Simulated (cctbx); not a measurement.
# ZnAsP with cctbx, script by script

Library: cctbx 2025.11. The data are simulated by the first script.

## 1. Simulate the data

run.py:

```python
from cctbx import adptbx, crystal, miller, sgtbx, xray
from cctbx.array_family import flex
from iotbx.shelx import hklf
from scitbx import matrix
import scitbx.random

cs = crystal.symmetry(unit_cell=(5.076, 5.076, 19.441, 90, 90, 90), space_group_symbol='Hall: P 4nw 2abw')  # P4_32_12
atoms = [  # label, site, U (iso, or U11 U22 U33 U12 U13 U23 in A^2), occupancy
    ("As1", (0.9759, 0.9805, 0.8723), (0.0097, 0.0114, 0.0082, -0.0002, 0.0020, 0.0006), 1),
    ("Zn1", (0.6311, 0.1612, 0.9508), (0.0085, 0.0106, 0.0096, 0.0005, -0.0006, -0.0018), 1),
    ("P1", (0.272, 0.8, 0.933), (0.0106, 0.0136, 0.0125, 0.0047, -0.0010, -0.0043), 1),
]
xs = xray.structure(crystal_symmetry=cs)
for label, site, u, occ in atoms:
    u = adptbx.u_cif_as_u_star(cs.unit_cell(), u) if isinstance(u, tuple) else u
    xs.add_scatterer(xray.scatterer(label, site=site, u=u, occupancy=occ))
xs.set_inelastic_form_factors(0.71073, "sasaki")
xs.show_summary()
p1 = xs.expand_to_p1()
ms = miller.build_set(p1, anomalous_flag=True, d_min=0.84)
flex.set_random_seed(725808)
scitbx.random.set_random_seed(725808)
ms = ms.select(flex.random_double(ms.size()) < 0.5)
i = ms.structure_factors_from_scatterers(p1, algorithm="direct").f_calc().as_intensity_array().data()
i = i * 70000 / flex.max(i)
sig = flex.sqrt(i + flex.pow2(0.04 * i) + 2 ** 2)
noise = scitbx.random.variate(scitbx.random.normal_distribution())(i.size())
data = ms.array(data=i + sig * noise, sigmas=sig).set_observation_type_xray_intensity()
with open("data.hkl", "w") as f:
    data.export_as_shelx_hklf(f)
print("reflections written:", data.size(), " <I/sigma> = %.1f" % flex.mean(data.data() / data.sigmas()))
for h, a, b in list(data.sort("data"))[:12]:
    print("%4d%4d%4d %9.1f %7.1f" % (h + (a, b)))
```

```console
$ python run.py
```

```text
Number of scatterers: 3
At special positions: 0
Unit cell: (5.076, 5.076, 19.441, 90, 90, 90)
Space group: P 43 21 2 (No. 96)
reflections written: 1716  <I/sigma> = 19.4
   0   0  12   72796.8  2812.5
   2   0   8   64559.3  2465.6
   0  -2   8   63374.5  2465.6
  -2   0   8   62108.6  2465.6
   1   3   0   57895.6  2175.8
   2   0  -8   55820.4  2465.6
  -3  -1   0   55748.6  2175.8
   1   1  -8   53844.9  2047.0
   3   1   0   52965.2  2175.8
  -3   1   0   52371.9  2175.8
  -1  -1  -8   52360.2  2047.0
  -1   1  -8   52056.4  2047.0
```

Run time: 0.28 s on 1 thread of Arm Neoverse V2, with other jobs on the host, peak memory 0.07 GiB.

## 2. Symmetry

run.py:

```python
from cctbx import crystal, sgtbx, statistics
from cctbx.array_family import flex
from iotbx.shelx import hklf

p1 = crystal.symmetry(unit_cell=(5.076, 5.076, 19.441, 90, 90, 90), space_group_symbol="P 1")
raw = hklf.reader(file_name="data.hkl").as_miller_arrays(crystal_symmetry=p1, anomalous=True)[0]
print(raw.size(), "reflections to d = %.3f A" % raw.d_min())
isig = raw.data() / raw.sigmas()
print("centring   violations  <I/sigma> of those")
best = "P"
for c in "ABCIRF":
    a = raw.customized_copy(space_group_info=sgtbx.space_group_info("Hall: %s 1" % c)).sys_absent_flags().data()
    m = flex.mean(isig.select(a))
    print("%5s %10d of %5d %8.1f" % (c, (isig.select(a) > 4).count(True), a.count(True), m))
    if (isig.select(a) > 4).count(True) < 0.01 * a.count(True):
        best = c
raw = raw.select(~raw.customized_copy(space_group_info=sgtbx.space_group_info("Hall: %s 1" % best)).sys_absent_flags().data())
isig = raw.data() / raw.sigmas()
rows = []
for s in sgtbx.space_group_symbol_iterator():
    g = sgtbx.space_group(s)
    if g.conventional_centring_type_symbol() != best or not g.is_compatible_unit_cell(p1.unit_cell(), 1e-3, 0.02):
        continue
    rows.append((s, g))
print("Laue class    unique    Rint  (classes that these axes allow; Friedel mates merged)")
rint = {}
for s, g in rows:
    laue = g.build_derived_patterson_group()
    key = laue.type().hall_symbol()
    if key not in rint:
        m = raw.customized_copy(space_group_info=laue.info(), anomalous_flag=False).merge_equivalents()
        rint[key] = m.r_int()
        print("%-14s %6d %7.3f" % (laue.type().lookup_symbol(), m.array().size(), m.r_int()))
floor = min(rint.values())
good = [(s, g) for s, g in rows if rint[g.build_derived_patterson_group().type().hall_symbol()] < 2 * floor + 0.03]
top = max(g.build_derived_patterson_group().order_z() for s, g in good)
print("space group    extra absences  I>4sigma  <I/sigma>")
for s, g in good:
    laue = g.build_derived_patterson_group()
    if laue.order_z() != top:
        continue
    a = raw.customized_copy(space_group_info=g.info()).sys_absent_flags().data()
    a &= ~raw.customized_copy(space_group_info=laue.info()).sys_absent_flags().data()
    bad = (isig.select(a) > 4).count(True)
    if bad <= 0.03 * a.count(True):
        print("%-16s %8d %10d %9s  %s" % (s.universal_hermann_mauguin(), a.count(True), bad, "%.1f" % flex.mean(isig.select(a)) if a.count(True) else "-", "centric" if g.is_centric() else "acentric"))
laue = max(good, key=lambda t: t[1].build_derived_patterson_group().order_z())[1].build_derived_patterson_group()
f = raw.customized_copy(space_group_info=laue.info(), anomalous_flag=False).merge_equivalents().array().eliminate_sys_absent().f_sq_as_f()
f.set_observation_type_xray_amplitude()
bins = max(3, min(8, f.size() // 12))
f.setup_binner(n_bins=bins)
w = statistics.wilson_plot(f, {e: n / laue.order_z() for e, n in {'As': 8.0, 'Zn': 8.0, 'P': 8.0}.items()}, e_statistics=True)
print("Wilson B = %.2f A^2   <|E^2-1|> = %.3f (0.968 centric, 0.736 acentric)   E^2>4: %.1f %%" % (w.wilson_b, w.mean_e_sq_minus_1, w.percent_e_sq_gt_2))
print("shell (A)         n   <I/sigma>")
m = raw.customized_copy(space_group_info=laue.info(), anomalous_flag=False).merge_equivalents().array().eliminate_sys_absent()
for b in m.setup_binner(n_bins=bins).range_used():
    sel = m.binner().selection(b)
    print("%5.2f - %4.2f %6d %8.1f" % (min(m.binner().bin_d_range(b)[0] if m.binner().bin_d_range(b)[0] > 0 else 99, 99), m.binner().bin_d_range(b)[1], sel.count(True), flex.mean((m.data() / m.sigmas()).select(sel))))
```

```console
$ python run.py
```

```text
1716 reflections to d = 0.841 A
centring   violations  <I/sigma> of those
    A        836 of   865     19.2
    B        856 of   885     19.4
    C        838 of   854     19.2
    I        815 of   856     18.6
    R       1119 of  1154     19.3
    F       1265 of  1302     19.3
Laue class    unique    Rint  (classes that these axes allow; Friedel mates merged)
P -1             1294   0.029
P 1 2/m 1         868   0.030
P 1 1 2/m         839   0.030
P 2/m 1 1         878   0.031
P m m m           541   0.033
P 4/m             458   0.034
P 4/m m m         322   0.036
space group    extra absences  I>4sigma  <I/sigma>
P 4 2 2                 0          0         -  acentric
P 4 21 2                5          0       0.3  acentric
P 41 2 2               17          0       0.1  acentric
P 41 21 2              22          0       0.1  acentric
P 42 2 2               10          0      -0.0  acentric
P 42 21 2              15          0       0.1  acentric
P 43 2 2               17          0       0.1  acentric
P 43 21 2              22          0       0.1  acentric
P 4 m m                 0          0         -  acentric
P -4 2 m                0          0         -  acentric
P -4 21 m               5          0       0.3  acentric
P -4 m 2                0          0         -  acentric
P 4/m m m               0          0         -  centric
Wilson B = 0.65 A^2   <|E^2-1|> = 0.778 (0.968 centric, 0.736 acentric)   E^2>4: 1.9 %
shell (A)         n   <I/sigma>
19.45 - 1.68     53     30.0
 1.68 - 1.33     44     33.5
 1.33 - 1.17     41     38.5
 1.17 - 1.06     38     37.0
 1.06 - 0.98     40     36.5
 0.98 - 0.93     38     37.6
 0.93 - 0.88     32     33.3
 0.88 - 0.84     36     36.2
```

Time: 0.38 s.

## 3. Charge flipping

run.py:

```python
import itertools
from cctbx import crystal, maptbx
from cctbx.array_family import flex
from iotbx.shelx import hklf
from smtbx.ab_initio import charge_flipping as cf

cs = crystal.symmetry(unit_cell=(5.076, 5.076, 19.441, 90, 90, 90), space_group_symbol='Hall: P 4nw 2abw')  # P4_32_12
raw = hklf.reader(file_name="data.hkl").as_miller_arrays(crystal_symmetry=cs, anomalous=True)[0]
merged = raw.eliminate_sys_absent().merge_equivalents()
fo2 = merged.array().set_observation_type_xray_intensity()
f = fo2.average_bijvoet_mates().f_sq_as_f().resolution_filter(d_min=0.84)
p1 = f.expand_to_p1()
work = p1
flex.set_random_seed(1584)
it = cf.weak_reflection_improved_iterator(delta=None, weak_reflection_fraction=0.2)
it.start(work, phases=flex.random_double(p1.size()) * 6.2832, f_000=0)
it.delta = 1.1 * it.rho_map.sigma()
print("cycle      R  skewness")
for n, st in enumerate(itertools.islice(it, 150)):
    if n % 12 == 0:
        print("%5d %6.3f %8.2f" % (n, st.r1_factor(), st.rho_map.skewness()))
rho = p1.phase_transfer(it.f_calc).fft_map().apply_volume_scaling()
polish = cf.low_density_elimination_iterator(constant_rho_c=rho.sigma())
polish.start(f_obs=p1, phases=it.f_calc, f_000=0)
for _ in range(8):
    next(polish)
print("origin shift          correlation  skewness")
maps = []
for fc, shift, cc in itertools.islice(cf.f_calc_symmetrisations(f, polish.f_calc, 0), 4):
    m = f.phase_transfer(fc).fft_map(symmetry_flags=maptbx.use_space_group_symmetry, resolution_factor=0.25).apply_sigma_scaling()
    maps.append((m.skewness(), cc, m))
    print("%6.3f %6.3f %6.3f %10.3f %9.2f" % (tuple(shift) + (cc, m.skewness())))
skew, cc, m = max((t for t in maps if t[1] > maps[0][1] - 0.04), key=lambda t: t[0])
print("taken: symmetry correlation %.3f, skewness %.2f" % (cc, skew))
peaks = m.peak_search(parameters=maptbx.peak_search_parameters(min_distance_sym_equiv=0.9, max_clusters=8)).all()
sps = cs.special_position_settings(min_distance_sym_equiv=0.5)
print("peak      x       y       z  mult  height/sigma")
for k, (x, h) in enumerate(zip(peaks.sites(), peaks.heights())):
    ss = sps.site_symmetry(x)
    print("Q%-3d %7.4f %7.4f %7.4f %4d %8.1f" % ((k + 1,) + tuple(t % 1 for t in ss.exact_site()) + (ss.multiplicity(), h)))
```

```console
$ python run.py
```

```text
cycle      R  skewness
    0  0.556     0.30
   12  0.392     3.53
   24  0.287     4.08
   36  0.276     3.96
   48  0.260     3.89
   60  0.266     3.88
   72  0.266     3.88
   84  0.264     3.78
   96  0.261     3.77
  108  0.266     3.77
  120  0.269     3.78
  132  0.268     3.81
  144  0.261     3.79
origin shift          correlation  skewness
 0.329  0.600  0.231      0.781      0.94
 0.325  0.103  0.481      0.790      0.76
 0.112  0.039  0.465      0.778      0.97
 0.330  0.604  0.480      0.780      0.78
taken: symmetry correlation 0.778, skewness 0.97
peak      x       y       z  mult  height/sigma
Q1    0.0118  0.0118  0.0000    4      9.9
Q2    0.9896  0.0104  0.2500    4      5.2
Q3    0.0488  0.9360  0.8819    8      3.9
Q4    0.1667  0.3072  0.0819    8      3.5
Q5    0.1715  0.7044  0.0869    8      3.3
Q6    0.2248  0.7632  0.5581    8      2.9
Q7    0.1596  0.1596  0.5000    4      2.9
Q8    0.9937  0.2078  0.2072    8      2.7
```

Time: 0.4 s.

## 4. Refinement (model from the peaks)

run.py:

```python
import math
from cctbx import adptbx, crystal, maptbx, sgtbx, xray
from cctbx.array_family import flex
from cctbx.xray import observations
from iotbx.shelx import hklf
from scitbx.lstbx import normal_eqns_solving
from smtbx import absolute_structure, utils
from smtbx.refinement import constraints, least_squares

cs = crystal.symmetry(unit_cell=(5.076, 5.076, 19.441, 90, 90, 90), space_group_symbol='Hall: P 4nw 2abw')  # P4_32_12
atoms = [  # label, site, U (iso, or U11 U22 U33 U12 U13 U23 in A^2), occupancy
    ("As1", (0.0118, 0.0118, 0), 0.0200, 1),
    ("As2", (0.9896, 0.0104, 0.25), 0.0200, 1),
    ("Zn1", (0.0488, 0.936, 0.8819), 0.0200, 1),
    ("P1", (0.1667, 0.3072, 0.0819), 0.0200, 1),
]
xs = xray.structure(crystal_symmetry=cs)
for label, site, u, occ in atoms:
    u = adptbx.u_cif_as_u_star(cs.unit_cell(), u) if isinstance(u, tuple) else u
    xs.add_scatterer(xray.scatterer(label, site=site, u=u, occupancy=occ))
xs.set_inelastic_form_factors(0.71073, "sasaki")
raw = hklf.reader(file_name="data.hkl").as_miller_arrays(crystal_symmetry=cs, anomalous=True)[0]
merged = raw.eliminate_sys_absent().merge_equivalents()
fo2 = merged.array().set_observation_type_xray_intensity()
print("Rint %.3f, %d unique reflections to %.2f A" % (merged.r_int(), fo2.size(), fo2.d_min()))
for sc in xs.scatterers():
    sc.flags.set_grad_site(True)
    sc.flags.set_grad_u_aniso(sc.flags.use_u_aniso())
    sc.flags.set_grad_u_iso(sc.flags.use_u_iso())
obs = fo2.as_xray_observations()
extra = {}
rep = constraints.reparametrisation(xs, [], utils.connectivity_table(xs), **extra)
ls = least_squares.crystallographic_ls(obs, rep, weighting_scheme=least_squares.mainstream_shelx_weighting(a=0, b=0))
print("cycle     R1     wR2    GooF  max shift (A)")
for cycle in range(6):
    ls.build_up()
    r1, wr2, goof = ls.r1_factor(cutoff_factor=2)[0], ls.wR2(), ls.goof()
    old = xs.sites_cart()
    normal_eqns_solving.levenberg_marquardt_iterations(ls, n_max_iterations=3, tau=0.0001, step_threshold=1e-7)
    big = flex.max((xs.sites_cart() - old).norms())
    print("%4d %7.4f %7.4f %7.3f %9.5f" % (cycle + 1, r1, wr2, goof, big))
    ls.build_up(objective_only=True)
    if abs(ls.wR2() - wr2) < 5e-5 and big < 5e-4:
        break
ls.build_up()
print("final R1 %.4f wR2 %.4f GooF %.3f  parameters %d  data/parameter %.1f" % (ls.r1_factor(cutoff_factor=2)[0], ls.wR2(), ls.goof(), ls.n_parameters, fo2.size() / ls.n_parameters))
cov = ls.covariance_matrix_and_annotations()
su = dict(zip(cov.annotations, (math.sqrt(max(v, 0)) for v in cov.matrix.matrix_packed_u_diagonal())))
a2 = cs.unit_cell().reciprocal_parameters()[0] ** -2
print("atom        x        y        z      Ueq    occ   su(xyz)  su(Uiso or U11)")
for sc in xs.scatterers():
    s = max(su.get(sc.label + k, 0) for k in (".x", ".y", ".z"))
    npd = "" if sc.is_positive_definite_u(cs.unit_cell()) else "  NPD"
    print("%-5s %8.5f %8.5f %8.5f %8.4f %6.3f %8.5f %7.4f%s" % ((sc.label,) + sc.site + (sc.u_iso_or_equiv(cs.unit_cell()), sc.occupancy, s, su.get(sc.label + ".uiso", su.get(sc.label + ".u11", 0) * a2), npd)))
fo = fo2.f_sq_as_f()
fc = fo.structure_factors_from_scatterers(xs, algorithm="direct").f_calc()
diff = fo.f_obs_minus_f_calc(1 / math.sqrt(ls.scale_factor()), fc).average_bijvoet_mates()
m = diff.fft_map(symmetry_flags=maptbx.use_space_group_symmetry, resolution_factor=0.25).apply_volume_scaling()
print("difference map: max %.2f min %.2f rms %.2f" % (m.statistics().max(), m.statistics().min(), m.statistics().sigma()))
peaks = m.peak_search(parameters=maptbx.peak_search_parameters(min_distance_sym_equiv=0.6, max_clusters=5)).all()
near = xs.closest_distances(peaks.sites(), distance_cutoff=4)
sps = cs.special_position_settings(min_distance_sym_equiv=0.5)
for k, (x, h) in enumerate(zip(peaks.sites(), peaks.heights())):
    ss = sps.site_symmetry(x)
    print("Q%-3d %7.4f %7.4f %7.4f %4d %7.2f  %.2f A from %s" % ((k + 1,) + tuple(t % 1 for t in ss.exact_site()) + (ss.multiplicity(), h, near.smallest_distances[k], xs.scatterers()[near.i_seqs[k]].label)))
```

```console
$ python run.py
```

```text
Rint 0.031, 431 unique reflections to 0.84 A
cycle     R1     wR2    GooF  max shift (A)
   1  0.8627  0.9808  36.758   0.21098
   2  0.7830  0.9513  35.653   0.06738
   3  0.7686  0.9419  35.299   0.05409
   4  0.7564  0.9337  34.990   0.13084
   5  0.7475  0.9241  34.631   0.14933
   6  0.7671  0.9326  34.950   0.02820
final R1 0.7713 wR2 0.9342 GooF 35.012  parameters 12  data/parameter 35.9
atom        x        y        z      Ueq    occ   su(xyz)  su(Uiso or U11)
As1    0.07453  0.07453  0.00000   0.0052  1.000  0.00846  0.0126
As2    0.95914  0.04086  0.25000   0.0028  1.000  0.00757  0.0139
Zn1   -0.00886  0.95386  0.88635   0.0178  1.000  0.00896  0.0158
P1     0.15935  0.32584  0.08896   0.0263  1.000  0.02950  0.0252
difference map: max 262.26 min -119.69 rms 25.54
Q1    0.0676  0.0676  0.0000    4  262.31  0.05 A from As1
Q2    0.0284  0.9716  0.7500    4  246.18  0.09 A from As2
Q3    0.0005  0.0360  0.3836    8  188.30  0.09 A from Zn1
Q4    0.1621  0.3332  0.0841    8  135.07  0.10 A from P1
Q5    0.2088  0.3027  0.5738    8   79.68  1.87 A from Zn1
```

Time: 0.63 s.

Figures of merit this high mean that the model is still wrong or incomplete.

## 5. Charge flipping

run.py, as its changes from the last script of this kind:

```diff
@@ -13,2 +13,3 @@
-work = p1
-flex.set_random_seed(1584)
+p1.setup_binner_counting_sorted(reflections_per_bin=max(40, p1.size() // 12))
+work = p1.array(data=p1.data() / p1.amplitude_quasi_normalisations().data())
+flex.set_random_seed(1585)
@@ -19,2 +20,2 @@
-for n, st in enumerate(itertools.islice(it, 150)):
-    if n % 12 == 0:
+for n, st in enumerate(itertools.islice(it, 300)):
+    if n % 25 == 0:
```

```console
$ python run.py
```

```text
cycle      R  skewness
    0  0.568     0.24
   25  0.484     1.79
   50  0.444     3.06
   75  0.451     3.03
  100  0.448     2.88
  125  0.451     3.09
  150  0.454     3.01
  175  0.457     2.87
  200  0.461     3.04
  225  0.442     3.00
  250  0.457     2.91
  275  0.442     2.93
origin shift          correlation  skewness
 0.161  0.458  0.030      0.797      0.87
 0.161  0.459  0.280      0.798      0.69
 0.170  0.964  0.280      0.810      0.98
 0.164  0.462  0.155      0.784      0.65
taken: symmetry correlation 0.810, skewness 0.98
peak      x       y       z  mult  height/sigma
Q1    0.0244  0.0309  0.3920    8      5.8
Q2    0.1817  0.7086  0.7957    8      4.9
Q3    0.1365  0.3303  0.5344    8      3.9
Q4    0.1595  0.3224  0.6956    8      3.8
Q5    0.2067  0.2333  0.5998    8      3.6
Q6    0.1266  0.6615  0.0405    8      3.4
Q7    0.1436  0.1436  0.0000    4      3.2
Q8    0.0776  0.3898  0.1832    8      3.1
```

Time: 0.45 s.

## 6. Refinement (model from the peaks)

run.py, as its changes from the last script of this kind:

```diff
@@ -12,4 +12,3 @@
-    ("As1", (0.0118, 0.0118, 0), 0.0200, 1),
-    ("As2", (0.9896, 0.0104, 0.25), 0.0200, 1),
-    ("Zn1", (0.0488, 0.936, 0.8819), 0.0200, 1),
-    ("P1", (0.1667, 0.3072, 0.0819), 0.0200, 1),
+    ("P1", (0.0244, 0.0309, 0.392), 0.0200, 1),
+    ("As1", (0.1817, 0.7086, 0.7957), 0.0200, 1),
+    ("Zn1", (0.1365, 0.3303, 0.5344), 0.0200, 1),
```

```console
$ python run.py
```

```text
Rint 0.031, 431 unique reflections to 0.84 A
cycle     R1     wR2    GooF  max shift (A)
   1  0.8707  0.9811  36.767   0.42616
   2  0.8631  0.9808  36.756   0.50687
   3  0.8908  0.9881  37.031   2.30531
   4  0.8062  0.9546  35.777   1.36625
   5  0.8295  0.9639  36.123   2.34704
   6  0.7833  0.9369  35.113   0.13135
final R1 0.7787 wR2 0.9357 GooF 35.068  parameters 12  data/parameter 35.9
atom        x        y        z      Ueq    occ   su(xyz)  su(Uiso or U11)
P1     0.38140  0.38792  0.42287   0.0001  1.000  0.01697  0.0221
As1    0.17214  0.70981  0.80569   0.0001  1.000  0.00789  0.0104
Zn1    0.18499  0.42717  0.54220   0.0001  1.000  0.00789  0.0119
difference map: max 307.47 min -89.00 rms 32.80
Q1    0.1665  0.7068  0.8064    8  318.53  0.04 A from As1
Q2    0.0879  0.6802  0.2919    8  243.95  0.08 A from Zn1
Q3    0.0132  0.0165  0.8746    8  189.98  1.24 A from P1
Q4    0.1162  0.8695  0.1681    8  105.25  0.11 A from P1
Q5    0.1288  0.3178  0.4524    8   91.80  1.45 A from P1
```

Run time: 0.75 s on 1 thread of Arm Neoverse V2 (shared host), peak memory 0.09 GiB.

Figures of merit this high mean that the model is still wrong or incomplete.

[Logs are printed without paths, hosts, clocks, repeated set-up lines and the standing remarks that a program may print on its own settings, such as how far it seeks lower states.]
